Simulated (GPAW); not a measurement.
# Magnetic state of free-standing triangular Ti monolayer, spacing 2.603 A from several starts, part 2 of 2

Does free-standing triangular Ti monolayer, spacing 2.603 A prefer parallel or opposed moments, or none?

GPAW 26.7.0; LDA; plane waves with GPAW's PAW setups, scalar-relativistic.

So far. Step 3 (Order 2, typed as antiferro q=(0,1/2,0) +-): It ends in the same state without moments as the first start; the 0.034 meV between them is numerical noise. Step 4 (Run 3 (no spin polarisation)): It ends in the same state without moments as the first start; the 1.0e-6 meV between them is numerical noise.

## Step 5: A faulty input

A slip in the input shows what the program catches and what it lets pass.

File run.py:

```python
import json
import numpy as np
from ase import Atoms
from ase.parallel import paropen, parprint
from gpaw import GPAW

atoms = Atoms(['Ti'],
    cell=[[2.603, 0.0, 0.0],
         [-1.3015, 2.254264, 0.0],
         [0.0, 0.0, 14.0]],
    scaled_positions=[[0.0, 0.0, 0.5]],
    pbc=True,
    magmoms=[1.0])
atoms.set_cell(atoms.cell * 1.8897, scale_atoms=True)
atoms.calc = GPAW(mode={'name': 'pw', 'ecut': 550},
    xc='LDA',
    kpts={'size': (12, 12, 1), 'gamma': True},
    occupations={'name': 'fermi-dirac', 'width': 0.05},
    convergence={'density': 1e-05, 'energy': 1e-05},
    maxiter=100,
    symmetry={'tolerance': 1e-4},
    txt='run.txt')
e = atoms.get_potential_energy(force_consistent=True)
res = {'free_energy': e, 'energy_sigma0': atoms.get_potential_energy(), 'fermi_energy': atoms.calc.get_fermi_level()}
res['moments'] = atoms.get_magnetic_moments().tolist()
res['total'] = atoms.get_magnetic_moment()
parprint('site moments (muB):', np.round(res['moments'], 3))
parprint(f"total moment: {res['total']:.3f} muB")
parprint(f'free energy: {e:.6f} eV')
atoms.calc.write('run.gpw')
with paropen('results.json', 'w') as f:
    json.dump(res, f)
```

Started as:

```console
OMP_NUM_THREADS=1 mpirun -n 2 gpaw python run.py > run.log
```

The program printed:

```text
site moments (muB): [1.841]
total moment: 3.028 muB
free energy: -1.752855 eV

--- run.txt ---
Input parameters:
  mode=PW(ecut=550),
  convergence={'density': 1e-05, 'energy': 1e-05},
  kpts=MonkhorstPack(size=(12, 12, 1), gamma=True),
  maxiter=100,
  occupations=Occupations(name='fermi-dirac', width=0.05),
  symmetry=Symmetry(tolerance=0.0001),
  xc=XC(name='LDA')

Diagonalizing LCAO Hamiltonian
Converting LCAO to pw mode

       Ti

Atoms  # Å, Bohr magnetons
|   | symbol |        x |        y |         z |    initial magnetic moments |
|---|--------|----------|----------|-----------|-----------------------------|
| 0 |     Ti | 0.000000 | 0.000000 | 13.227900 | ( 0.0000,  0.0000,  1.0000) |

Number of symmetries: 24

BZ-sampling:
  Number of BZ points: 144
  Number of IBZ points: 19

  Monkhorst-Pack size: [12, 12, 1]
  Monkhorst-Pack shift: [0.041667, 0.041667, 0.0]

Plane wave coefficients: 16310
Cutoff: 550.0 eV

Spin-components: 2 (collinear spins)
Bands:           12
Projectors:      6
Spin-degeneracy: 1
Datatype:        complex128

Parallelization:
  kpt:    2
  domain: 1
  band:   1

Density:
  Valence electrons: 12.0
  Components: 2
  Grid points: [ 27  27 144]
  Charge: 0.0  # |e|

Potential:
  Grid points: [ 27  27 144]

[... setups left out ...]
Reference energy: -23173.949059  # eV

convergence criteria:
- Maximum integral of absolute [dens]ity change: 1e-05 electrons / valence electron
- Maximum [total energy] change in last 3 cyles: 1e-05 eV / valence electron
- Maximum integral of absolute [eigenst]ate change: 4e-08 eV^2 / valence electron
maximum number of iterations: 100

SCF iterations
|iter     |      energy | eigst |  dens |  magmom |
|---------|-------------|-------|-------|---------|
|iter:   1|       0s |   -1.334471 | -1.09 |       |  +1.0039|
|iter:   2|       4s |   -1.335289 | -2.10 | -0.69 |  +1.0889|
|iter:   3|       8s |   -1.534618 | -2.21 | -0.75 |  +1.6805|
|iter:   4|      11s |   -1.675545 | -1.36 | -0.88 |  +2.5310|
|iter:   5|      15s |   -1.684994 | -2.27 | -1.46 |  +2.7392|
|iter:   6|      19s |   -1.692431 | -2.73 | -1.59 |  +2.8838|
|iter:   7|      23s |   -1.696985 | -3.06 | -1.88 |  +2.9520|
|iter:   8|      26s |   -1.702826 | -2.91 | -2.06 |  +3.1009|
|iter:   9|      30s |   -1.704752 | -3.82 | -2.26 |  +3.0792|
|iter:  10|      34s |   -1.706004 | -3.96 | -2.31 |  +3.0616|
|iter:  11|      38s |   -1.705884 | -4.43 | -2.69 |  +3.0410|
|iter:  12|      42s |   -1.706127 | -4.79 | -3.03 |  +3.0304|
|iter:  13|      45s |   -1.706024 | -5.65 | -3.63 |  +3.0280|
|iter:  14|      49s |   -1.706066c| -6.33 | -4.05 |  +3.0282|
|iter:  15|      53s |   -1.706045c| -7.02 | -4.42 |  +3.0278|
|iter:  16|      56s |   -1.706048c| -7.49c| -4.97 |  +3.0278|
|iter:  17|      58s |   -1.706051c| -7.80c| -5.33c|  +3.0278|

Converged in 17 steps
Energy contributions relative to reference atoms: (reference = -23173.949059)

Energy contributions:
  Kinetic:          -0.719205
  Coulomb:           3.266311
  Zero:             -0.251546
  External:          0.000000
  Xc:               -3.954807
  Entropy:          -0.093608
  Spinorbit:         0.000000
  ----------------------------
  Free energy:      -1.752855
  Extrapolated:     -1.706051

dipole moment: (-7.737598, -13.401911, 0.000001)  # |e|*Ang

Total magnetic moment: (0.000000, 0.000000, 3.027775)

Local magnetic moments
|        x |        y |        z |
|----------|----------|----------|
| 0.000000 | 0.000000 | 1.841228 |  # Ti   0

Fermi level: -3.338
Eigenvalues  # (at kpt = [-0.000, -0.000, 0.000])
| band index |      eig [eV] | occ [0-1] |      eig [eV] | occ [0-1] |
|------------|---------------|-----------|---------------|-----------|
|          0 |       -60.686 |     1.000 |       -58.771 |     1.000 |
|          1 |       -37.308 |     1.000 |       -35.403 |     1.000 |
|          2 |       -37.308 |     1.000 |       -35.403 |     1.000 |
|          3 |       -37.273 |     1.000 |       -35.360 |     1.000 |
|          4 |        -5.366 |     1.000 |        -4.444 |     1.000 |
|          5 |        -3.510 |     0.969 |        -1.673 |     0.000 |
|          6 |        -3.414 |     0.821 |        -1.672 |     0.000 |
|          7 |        -3.413 |     0.819 |        -1.577 |     0.000 |
|          8 |        -3.178 |     0.039 |        -1.557 |     0.000 |
|          9 |        -3.178 |     0.039 |        -1.518 |     0.000 |
|         10 |        -2.121 |     0.000 |        -1.518 |     0.000 |
|         11 |         0.147 |     0.000 |         0.302 |     0.000 |

No gap
No difference between direct/indirect transitions
```

Elapsed: 67 s, on 2 MPI ranks of Intel Xeon Platinum 8488C (Sapphire Rapids), shared host; peak memory 0.9 GiB.

The run converged, but its input is faulty, so its numbers are not to be trusted.

The fault in the input: a cell typed in bohr.

The largest moment is 1.84 μB against 0 μB in the first run, and the free energy lies +3.72 eV from it.

The script takes ångström, so this cell is 1.89 times too wide.

## Step 6: The states side by side

Energies are divided by the number of seeded atoms, so that cells of unlike size compare. Wavevectors q in the names are fractions of the reciprocal vectors of the first run's cell.

Orders:

| start | final state | typed order kept | energy over the lowest (meV a seeded atom) | largest site moment (μB) | net moment (μB a primitive cell) | mesh matched | CPU time (s) |
| --- | --- | --- | --- | --- | --- | --- | --- |
| ferro + | non-magnetic | no | 0.03372 | 0 | 6.08e-5 | yes | 22.1 |
| antiferro q=(0,1/2,0) +- | non-magnetic | no | 0 | 0 | 0 | yes | 97.29 |
| no spin polarisation | non-magnetic | - | 0.03372 | 0 | 0 | yes | 12.55 |

## Step 7: Results

| Item | Value |
| --- | --- |
| lowest state found | non-magnetic (typed antiferro q=(0,1/2,0) +-) |
| largest site moment | 0 μB |

In words: The lowest state carries no moment above 0.15 μB, and no start kept one. Only 3 starts were tried; other collinear patterns, canted and longer-period orders were not.

[Long decimals in the printed logs are rounded to 6 places.]

[Logs and program files are shortened in this print: banners, set-up blocks, solver, clock and traceback lines can be left out without a mark of their own.]

[Logs are printed without paths, hosts, clocks, repeated set-up lines and the standing remarks that a program may print on its own settings, such as how far it seeks lower states.]

[Hosts, paths, dates, database ids (printed as entryN), source tags and the programs' standing remarks are cut or masked in the printed files.]

[Where the starting crystal was built by hand or by swapping elements, it need not be the compound's stable phase.]

[Where a cell is said to come from a database of computed structures, the database is the Materials Project.]

[Runs that the program refused, that were killed for memory or that had too few empty states are not shown or counted.]

[Lattice constants of own cells that a recipe calls measured were typed without a cited source.]
